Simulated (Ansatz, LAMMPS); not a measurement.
# Forces and charges in glassy 96B2O3-4CaO (mol %) (117 atoms), part 2 of 2

Wanted: forces, charges and levels of glassy 96B2O3-4CaO (mol %) (117 atoms).

Ansatz 0.2.0; Kohn-Sham DFT, PBE, PAW (set soft_2), plane waves.

The cell: 46 B, 1 Ca and 70 O. The quench rate of 100 K/ps is many orders above laboratory rates. The network of bonds at the start is that of the classical potential that made the cell. The Brillouin zone is sampled at Γ only, in a cell whose shortest periodic width is 11 Å.

So far. Step 3 (Plane-wave single point): Valence density in the ab plane at fractional z = 0.201, with atoms of B and Ca and O within 0.2 Å of it. It is the smooth field of the valence electrons, not physical close to the nuclei.

## 3. Plane-wave single point (continued)

Electrostatic potential energy in the ab plane at fractional z = 0.201, with atoms of B and Ca and O within 0.2 Å of it. With pseudopotentials it is smooth inside the atoms' cores, unlike the true potential.

Ten even steps from '0' (-43 eV) to '9' (9 eV), each cell a mean:
```
8889999999987666799999999999888
7424899999999986799999999999877
6101699999999999999999999998877
8423678999998999999999999987888
9876347767755689999999999988999
9986457877500279999999999999999
9976788998611489999999999999999
9733699999877899999999999999999
9744799999999999999999999999999
8621589999999999999999999999999
8611478999999999997789999999999
8866312699976688773259999999999
9998300477720142124479999999999
9999855643631241016899999999988
8999998755787885458999999998878
8999999888899999889999999722578
9999999999999999999999998400389
9988778899999999999999986523699
9874225789999999999999851158999
8851001689999998999999851158999
8851002689999975799999985358999
9875346899986567899999984127999
9988888999861017999999997569999
9999999999861017999999999999999
```
Columns run along a (11.0 Å; values clipped at the 3rd and 97th percentile), rows up along b (11.0 Å). Atoms in or near the plane, at fractional coordinates: B at (0.42, 0.04), B at (0.52, 0.44), Ca at (0.15, 0.16), O at (0.18, 0.48), O at (0.40, 0.46), O at (0.86, 0.31), O at (0.08, 0.89).

Mean Löwdin charges: B +0.67, Ca +1.85, O -0.39 e (they miss 0.90 % of the electrons, so they add up to more than the cell's charge). The largest share in the top eV of filled states is O p (97 % of the projected weight), and in the lowest eV of empty states B p (74 % of the projected weight).

## 4. Distances and neighbours

These statistics describe the geometry on which the runs were made.

Density 2.07 g/cm³, 11.38 Å³ an atom.

Pair distribution functions g(r), in bins of 0.2 Å:

| r (Å) | total | O-O | O-B | O-Ca | B-B | B-Ca | Ca-Ca |
| --- | --- | --- | --- | --- | --- | --- | --- |
| 1.30 | 3.85 | 0.00 | 8.20 | 0.00 | 0.00 | 0.00 | 0.00 |
| 1.50 | 1.76 | 0.00 | 3.73 | 0.00 | 0.00 | 0.00 | 0.00 |
| 1.70 | 0.00 | 0.00 | 0.00 | 0.00 | 0.00 | 0.00 | 0.00 |
| 1.90 | 0.00 | 0.00 | 0.00 | 0.00 | 0.00 | 0.00 | 0.00 |
| 2.10 | 0.00 | 0.00 | 0.00 | 0.00 | 0.00 | 0.00 | 0.00 |
| 2.30 | 0.68 | 1.76 | 0.09 | 0.00 | 0.00 | 0.00 | 0.00 |
| 2.50 | 1.56 | 3.68 | 0.16 | 8.42 | 0.55 | 0.00 | 0.00 |
| 2.70 | 0.82 | 0.25 | 0.18 | 0.00 | 4.05 | 3.28 | 0.00 |
| 2.90 | 0.51 | 0.57 | 0.41 | 0.00 | 0.67 | 1.40 | 0.00 |
| 3.10 | 0.75 | 0.88 | 0.63 | 2.38 | 0.73 | 1.22 | 0.00 |
| 3.30 | 0.96 | 0.82 | 1.13 | 0.00 | 0.72 | 3.19 | 0.00 |
| 3.50 | 1.23 | 0.87 | 1.77 | 1.22 | 0.46 | 0.98 | 0.00 |
| 3.70 | 1.54 | 0.80 | 2.43 | 0.55 | 0.62 | 1.71 | 0.00 |
| 3.90 | 1.18 | 1.01 | 1.38 | 0.51 | 0.98 | 1.51 | 0.00 |
| 4.10 | 1.03 | 1.00 | 0.94 | 2.25 | 1.34 | 0.66 | 0.00 |
| 4.30 | 0.93 | 0.99 | 0.75 | 1.21 | 1.32 | 0.60 | 0.00 |
| 4.50 | 1.12 | 1.49 | 0.74 | 1.12 | 1.43 | 0.55 | 0.00 |
| 4.70 | 1.16 | 1.61 | 0.79 | 1.38 | 1.23 | 1.04 | 0.00 |
| 4.90 | 0.88 | 0.83 | 0.82 | 0.95 | 1.21 | 0.96 | 0.00 |
| 5.10 | 0.93 | 0.78 | 0.93 | 0.59 | 1.31 | 0.44 | 0.00 |
| 5.30 | 0.87 | 0.86 | 0.93 | 0.27 | 0.65 | 2.06 | 0.00 |

Bonds by pair of elements; cutoffs follow the first minimum of g(r), held within bounds set by covalent radii, and pairs that aren't listed don't count as bonded:

| pair A-B | cutoff (Å) | bonds | mean length (Å) | spread (Å) | shortest (Å) | B about A | A about B |
| --- | --- | --- | --- | --- | --- | --- | --- |
| O-B | 1.83 | 141 | 1.40 | 0.024 | 1.38 | 2.01 | 3.06 |
| O-Ca | 2.83 | 7 | 2.52 | 0.051 | 2.42 | 0.1 | 7 |

How many atoms have how many bonded neighbours:

| element | mean | 2 | 3 | 4 | 7 |
| --- | --- | --- | --- | --- | --- |
| B | 3.06 | 0 | 43 | 3 | 0 |
| Ca | 7 | 0 | 0 | 0 | 1 |
| O | 2.11 | 62 | 8 | 0 | 0 |

Bond angles (no mean is given where the spread exceeds 20°):

| angle | count | mean (°) | spread (°) |
| --- | --- | --- | --- |
| O-B-O | 147 | 118 | 4.4 |
| B-O-B | 72 | 151 | 13.5 |
| O-Ca-O | 21 | - | - |
| B-O-Ca | 14 | - | - |

Oxygen atoms by the number of network formers (Si, P, Ge, B, Al, As, Ga) bound to them:

| network formers bound to O | O atoms | per cent |
| --- | --- | --- |
| 0 | 0 | 0 |
| 1 | 0 | 0 |
| 2 | 69 | 98.6 |
| 3 | 1 | 1.4 |

Network units: each former by its oxygen neighbours and how many of them bridge to another former:

| former | O neighbours | bridging O | atoms |
| --- | --- | --- | --- |
| B | 3 | 3 | 43 |
| B | 4 | 4 | 3 |

Bond length by coordination (bonds to H left out):

| element | coordination | atoms | mean bond length (Å) |
| --- | --- | --- | --- |
| B | 3 | 43 | 1.40 |
| B | 4 | 3 | 1.48 |
| O | 2 | 62 | 1.40 |
| O | 3 | 8 | 1.76 |

Rings of the network by King's shortest-path rule, up to 12 atoms, one path for each pair of neighbours; H, halogens, alkali and alkaline-earth atoms are left out, and the last column divides by all other atoms, bonded or not:

| ring size (atoms) | rings | per network atom |
| --- | --- | --- |
| 10 | 5 | 0.043 |
| 12 | 4 | 0.034 |

By these cutoffs 93 % of B atoms have 3, all Ca atoms have 7 and 89 % of O atoms have 2 bonded neighbours. The O-B-O angle averages 118° with a spread of 4°. 99 % of the oxygens bridge two formers (B) and 0 % are non-bridging; 1 % join three. The commonest B unit has 3 oxygens, 3 of them shared with other formers (43 of 46 atoms). Rings of 10 atoms are the most common (56 % of those counted); sizes run from 10 to 12, where the search stops.

Local excerpt of 10 atoms (numbers count through the whole input) about B29, which has 4 bonded neighbours where the commonest count for B is 3; x, y, z are measured from there.

| atom | x | y | z | distance (Å) | bonds | Löwdin charge (e) | Fx | Fy | Fz (eV/Å) |
| --- | --- | --- | --- | --- | --- | --- | --- | --- | --- |
| B29 | 0.00 | 0.00 | 0.00 | 0.00 | 4 | 0.56 | -0.64 | 0.81 | 2.64 |
| O115 | -0.51 | 0.14 | 1.35 | 1.45 | 2 | -0.43 | -0.84 | -0.03 | 0.85 |
| O78 | 1.46 | 0.06 | -0.10 | 1.47 | 3 | -0.47 | 0.32 | 0.13 | -1.05 |
| O58 | -0.59 | 1.05 | -0.87 | 1.48 | 3 | -0.47 | 0.18 | 0.68 | -1.19 |
| O110 | -0.36 | -1.36 | -0.50 | 1.49 | 3 | -0.47 | -1.08 | -2.44 | -0.45 |
| B18 | 2.44 | -0.94 | -0.16 | 2.62 | 3 | 0.61 | -0.01 | -1.43 | 0.11 |
| B2 | -1.19 | 1.11 | 2.08 | 2.64 | 3 | 0.68 | 0.31 | 0.60 | -2.72 |
| Ca47 | 0.89 | -0.35 | -2.48 | 2.65 | 7 | 1.85 | 0.45 | -0.03 | -0.37 |
| B15 | -0.76 | -2.66 | -0.22 | 2.78 | 3 | 0.68 | 2.54 | 1.02 | 1.59 |
| B12 | -1.44 | 1.88 | -1.62 | 2.87 | 3 | 0.65 | 0.18 | -1.55 | 1.58 |

The column of bonds counts only the pairs O-B within 1.83 Å, O-Ca within 2.83 Å; other neighbours, such as metal atoms beside each other in a compound, aren't counted, and periodic images can show an atom twice.

## 5. Outcome

| Property | Result |
| --- | --- |
| free energy per atom | -417.0631 eV/atom |
| pressure | -8.723 GPa |
| r.m.s. force component | 0.8697 eV/Å |
| gap (highest filled to lowest empty level) | 3.876 eV |
| wall time of the 1 DFT run | 5.1 s |

Filled and empty levels are parted by 3.88 eV (at Γ alone); a semilocal functional tends to put such gaps too low. In a disordered cell it changes from sample to sample, and tail or defect levels can set it. Counting bonds as in the table, 93 % of B atoms have 3, all Ca atoms have 7 and 89 % of O atoms have 2 bonded neighbours. 99 % of the oxygens bridge two formers (B) and 0 % are non-bridging; 1 % join three.

**Limits.** The geometry was minimised with a classical potential after classical dynamics and isn't relaxed at this level: its force components are 0.87 eV/Å r.m.s. The classical run held zero pressure, yet DFT finds -8.7 GPa in this frame, which points to a density or bond lengths far off those of this functional.

[Logs are printed without paths, hosts, clocks, repeated set-up lines and the standing remarks that a program may print on its own settings, such as how far it seeks lower states.]

[Hosts, paths, dates, database ids (printed as entryN), source tags and the programs' standing remarks are cut or masked in the printed files.]
